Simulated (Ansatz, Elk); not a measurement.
# Bonding as seen by X-rays: Co2P2Ir

Structure refinements treat a crystal as free atoms side by side. For a made-up structure of Co2P2Ir (cell and positions from a PBE relaxation) the runs below show what the calculated density changes in F(hkl).

Calculated with Elk 11.2.3 (patched build); DFT, PBE, all-electron APW+lo, Dirac cores, scalar-relativistic bands, static density, no spin.

This account leaves out most program logs.

The structure was built from a prototype and need not be the compound's stable phase.

## 1. The structure

Symmetry: I4/mmm, No. 139, tetragonal system. Conventional cell: a = 3.726 Å, b = 3.726 Å, c = 8.742 Å, α = 90.00°, β = 90.00°, γ = 90.00°. Nearest to Ir lie 8 P at 2.83 Å and 8 Co at 2.87 Å. Nearest to Co lie 4 P at 2.19 Å and 4 Co at 2.63 Å and 4 Ir at 2.87 Å. Nearest to P lie 1 P at 2.09 Å and 4 Co at 2.19 Å and 4 Ir at 2.83 Å. Farther neighbours are not listed.

## 2. Ground state and structure factors

An all-electron density is needed, since X-rays see the cores too. Task 0 finds the density and task 195 Fourier-transforms it; tshift is off so that phases refer to the origin typed.

Contents of elk.in:

```
tasks
  0
  195

xctype
  20

spinpol
  .false.

rgkmax
  7.0

gmaxvr
  14.0

lmaxo
  7

lmaxapw
  8

swidth
  0.002

tshift
  .false.

ramdisk
  .false.

hmaxvr
  5.5

maxscl
  120

epspot
  1e-06

sppath
  './'

avec
  -3.52067782397 3.52067782397 8.25980907834
  3.52067782397 -3.52067782397 8.25980907834
  3.52067782397 3.52067782397 -8.25980907834

atoms
  3
  'Ir.in'
  1
  -0.0000000000 -0.0000000000 0.0000000000   0.000000 0.000000 0.000000
  'Co.in'
  2
  0.2500000000 0.7500000000 0.5000000000   0.000000 0.000000 0.000000
  0.7500000000 0.2500000000 0.5000000000   0.000000 0.000000 0.000000
  'P.in'
  2
  0.3806053628 0.3806053628 0.0000000000   0.000000 0.000000 0.000000
  0.6193946372 0.6193946372 0.0000000000   0.000000 0.000000 0.000000

ngridk
  8 8 8
```

Run with:

```console
OMP_NUM_THREADS=4 elk
```

Elapsed: 58 s, on 4 threads of Arm Neoverse V1, shared host; peak memory 0.19 GiB.

SFACRHO.OUT:

```text

h k l indices transformed by vhmat matrix:
   1.000000000       0.000000000       0.000000000    
   0.000000000       1.000000000       0.000000000    
   0.000000000       0.000000000       1.000000000    

      h      k      l  multipl.   |H|            Re(F)            Im(F)           |F|

      0      0      0      1   0.0000000       161.00000      0.39763930E-16   161.00000    
     -1     -1      1      2  0.76069377       24.776404      0.56833292E-14   24.776404    
     -1      0      0      8  0.97000494       52.225921      -0.0000000       52.225921    
      1     -1      0      4   1.2619396       44.097169     -0.17652289E-16   44.097169    
      2      1     -1      8   1.4485233       76.321170      -0.0000000       76.321170    
     -1     -1      2      8   1.4734811       105.49751     -0.99458261E-14   105.49751    
     -2     -2      2      2   1.5213875       83.799296     -0.95906180E-14   83.799296    
     -1      1     -1      4   1.7846522       115.21389      0.49211372E-14   115.21389    
      0     -2      0      8   1.9400099       23.875852      -0.0000000       23.875852    
     -3     -1      2      8   1.9766415       5.6278443      0.16517175E-13   5.6278443    
      0     -1      2     16   2.0312294       44.820068     -0.28416646E-14   44.820068    
      3      2     -3      8   2.1006760       70.139875      -0.0000000       70.139875    
      3      3     -3      2   2.2820813       19.357837     -0.11366658E-13   19.357837    
     -2     -1      3     16   2.2985219       64.519840      0.71041615E-15   64.519840    
      1      3     -3      8   2.3451233       70.387438      0.11899471E-13   70.387438    
      0      0     -2      4   2.5238793       98.387053      0.76135251E-14   98.387053    
      3      3     -2      8   2.6077551       78.363179      0.71041615E-14   78.363179    
     -1     -1     -1      8   2.6360238       23.107606     -0.42624969E-14   23.107606
```

Elk indexes on the primitive cell of elk.in and gives |H| = 4π sin θ/λ in inverse bohr. Below, one row stands for each form hkl of the conventional cell (m members, Friedel mates merged), F is for one primitive cell and the density is static (no thermal factor). Free-atom factors are Waasmaier and Kirfel's, and R is Σm||F|−|F'||/Σm|F|.

```csv
hkl,m,sin θ/λ (Å⁻¹),"abs F, DFT",neutral atoms,diff.
002,2,0.114,24.776,25.185,-0.409
101,8,0.146,52.226,52.240,-0.014
110,4,0.190,44.097,44.213,-0.116
103,8,0.218,76.321,76.309,+0.012
112,8,0.222,105.498,105.602,-0.104
004,2,0.229,83.799,83.919,-0.120
200,4,0.268,115.214,115.612,-0.398
202,8,0.292,23.876,23.618,+0.258
114,8,0.297,5.628,5.267,+0.361
211,16,0.305,44.820,44.910,-0.090
105,8,0.316,70.140,70.455,-0.315
006,2,0.343,19.358,18.756,+0.602
213,16,0.346,64.520,64.835,-0.315
204,8,0.353,70.387,70.502,-0.115
```

## 3. The highest occupied states alone

An energy window below the Fermi level keeps the highest occupied states, to see at which angles they scatter; shallow core shells can lie inside it and anion s states outside. No new self-consistency is needed.

elk.in, as its differences from that of step 2:

```diff
@@ -1,3 +1,2 @@
 tasks
-  0
   195
@@ -40,2 +39,5 @@
 
+wsfac
+  0.049800 0.717300
+
 sppath
```

Run with:

```console
OMP_NUM_THREADS=4 elk
```

Run time: 9.7 s. Hardware: 4 threads; peak memory 0.16 GiB.

States within 10 eV below the Fermi level hold 33.00 electrons; any levels below the window count with the cores. Their amplitudes can exceed the total, where window and core parts have opposite phase:

```csv
hkl,sin θ/λ (Å⁻¹),"abs F, window","abs F, all"
002,0.114,7.747,24.776
101,0.146,2.652,52.226
110,0.190,5.926,44.097
103,0.218,2.765,76.321
112,0.222,11.018,105.498
004,0.229,9.687,83.799
200,0.268,8.358,115.214
202,0.292,5.599,23.876
114,0.297,5.487,5.628
211,0.305,0.629,44.820
```

## 4. Another functional

The difference from free atoms is small, so it is set against the change that LDA (Perdew-Wang) makes.

elk.in, as its differences from that of step 3:

```diff
@@ -1,2 +1,3 @@
 tasks
+  0
   195
@@ -4,3 +5,3 @@
 xctype
-  20
+  3
 
@@ -39,5 +40,2 @@
 
-wsfac
-  0.049800 0.717300
-
 sppath
```

Run with:

```console
OMP_NUM_THREADS=4 elk
```

The job ended after 34 s (4 threads; peak memory 0.16 GiB; 1.9 min of CPU time).

Against the first run R = 0.04 %; the largest change is -0.047 at 008.

## 5. A coarser k-mesh

About half the k-points along each axis test the sampling.

elk.in, as its differences from that of step 4:

```diff
@@ -5,3 +5,3 @@
 xctype
-  3
+  20
 
@@ -63,2 +63,2 @@
 ngridk
-  8 8 8
+  4 4 4
```

Run with:

```console
OMP_NUM_THREADS=4 elk
```

Wall time 25 s (4 threads); peak memory 0.19 GiB; 61 s of CPU time.

Against the first run R = 0.01 %; the largest change is -0.018 at 0 0 10.

## 6. Settings against the effect

```csv
run,R against the first run (%),"R against neutral atoms, low angle (%)",wall time
"PBE, rgkmax 7",0.00,0.31,58 s
LDA (Perdew-Wang),0.04,0.31,34 s
k-mesh 4×4×4,0.01,0.31,25 s
```

## 7. Summary of results

```json
{"R against neutral atoms, sin θ/λ < 0.3 Å⁻¹": "0.31 %", "R against neutral atoms, 0.3 to 0.83 Å⁻¹": "0.18 %"}
```

In words: Independent neutral atoms miss the calculated amplitudes by R = 0.31 % below 0.3 Å⁻¹ and 0.18 % from there to 0.83 Å⁻¹; by shells, 0.20 % below 0.15 Å⁻¹ (2 forms), 0.33 % 0.15 to 0.3 (7 forms), 0.20 % 0.3 to 0.45 (16 forms), 0.18 % above 0.45 (85 forms). Bonding, aspherical density and the tables' own atoms all enter these figures, and the runs don't part them. The largest change of an amplitude is +0.60 electrons, at 006. The window's part falls from 33.0 electrons at the origin to at most 3.01 between 0.45 and 0.83 Å⁻¹, where compact states inside the window still scatter. Below 0.3 Å⁻¹ the changes that finished (LDA (Perdew-Wang) and k-mesh 4×4×4) move F by R = 0.01 % at most, against the 0.31 % that separates it from free atoms. The basis has no finished test. These runs have no spin, though d or f shells may be open. Spin-orbit coupling is left out, which can matter for elements this heavy. Part of the difference isn't bonding: the tables are fits to free atoms and ions calculated by other methods than this functional. Thermal motion, anomalous dispersion and extinction are left out.

[Logs are printed without paths, hosts, clocks, repeated set-up lines and the standing remarks that a program may print on its own settings, such as how far it seeks lower states.]

[Hosts, paths, dates, database ids (printed as entryN), source tags and the programs' standing remarks are cut or masked in the printed files.]
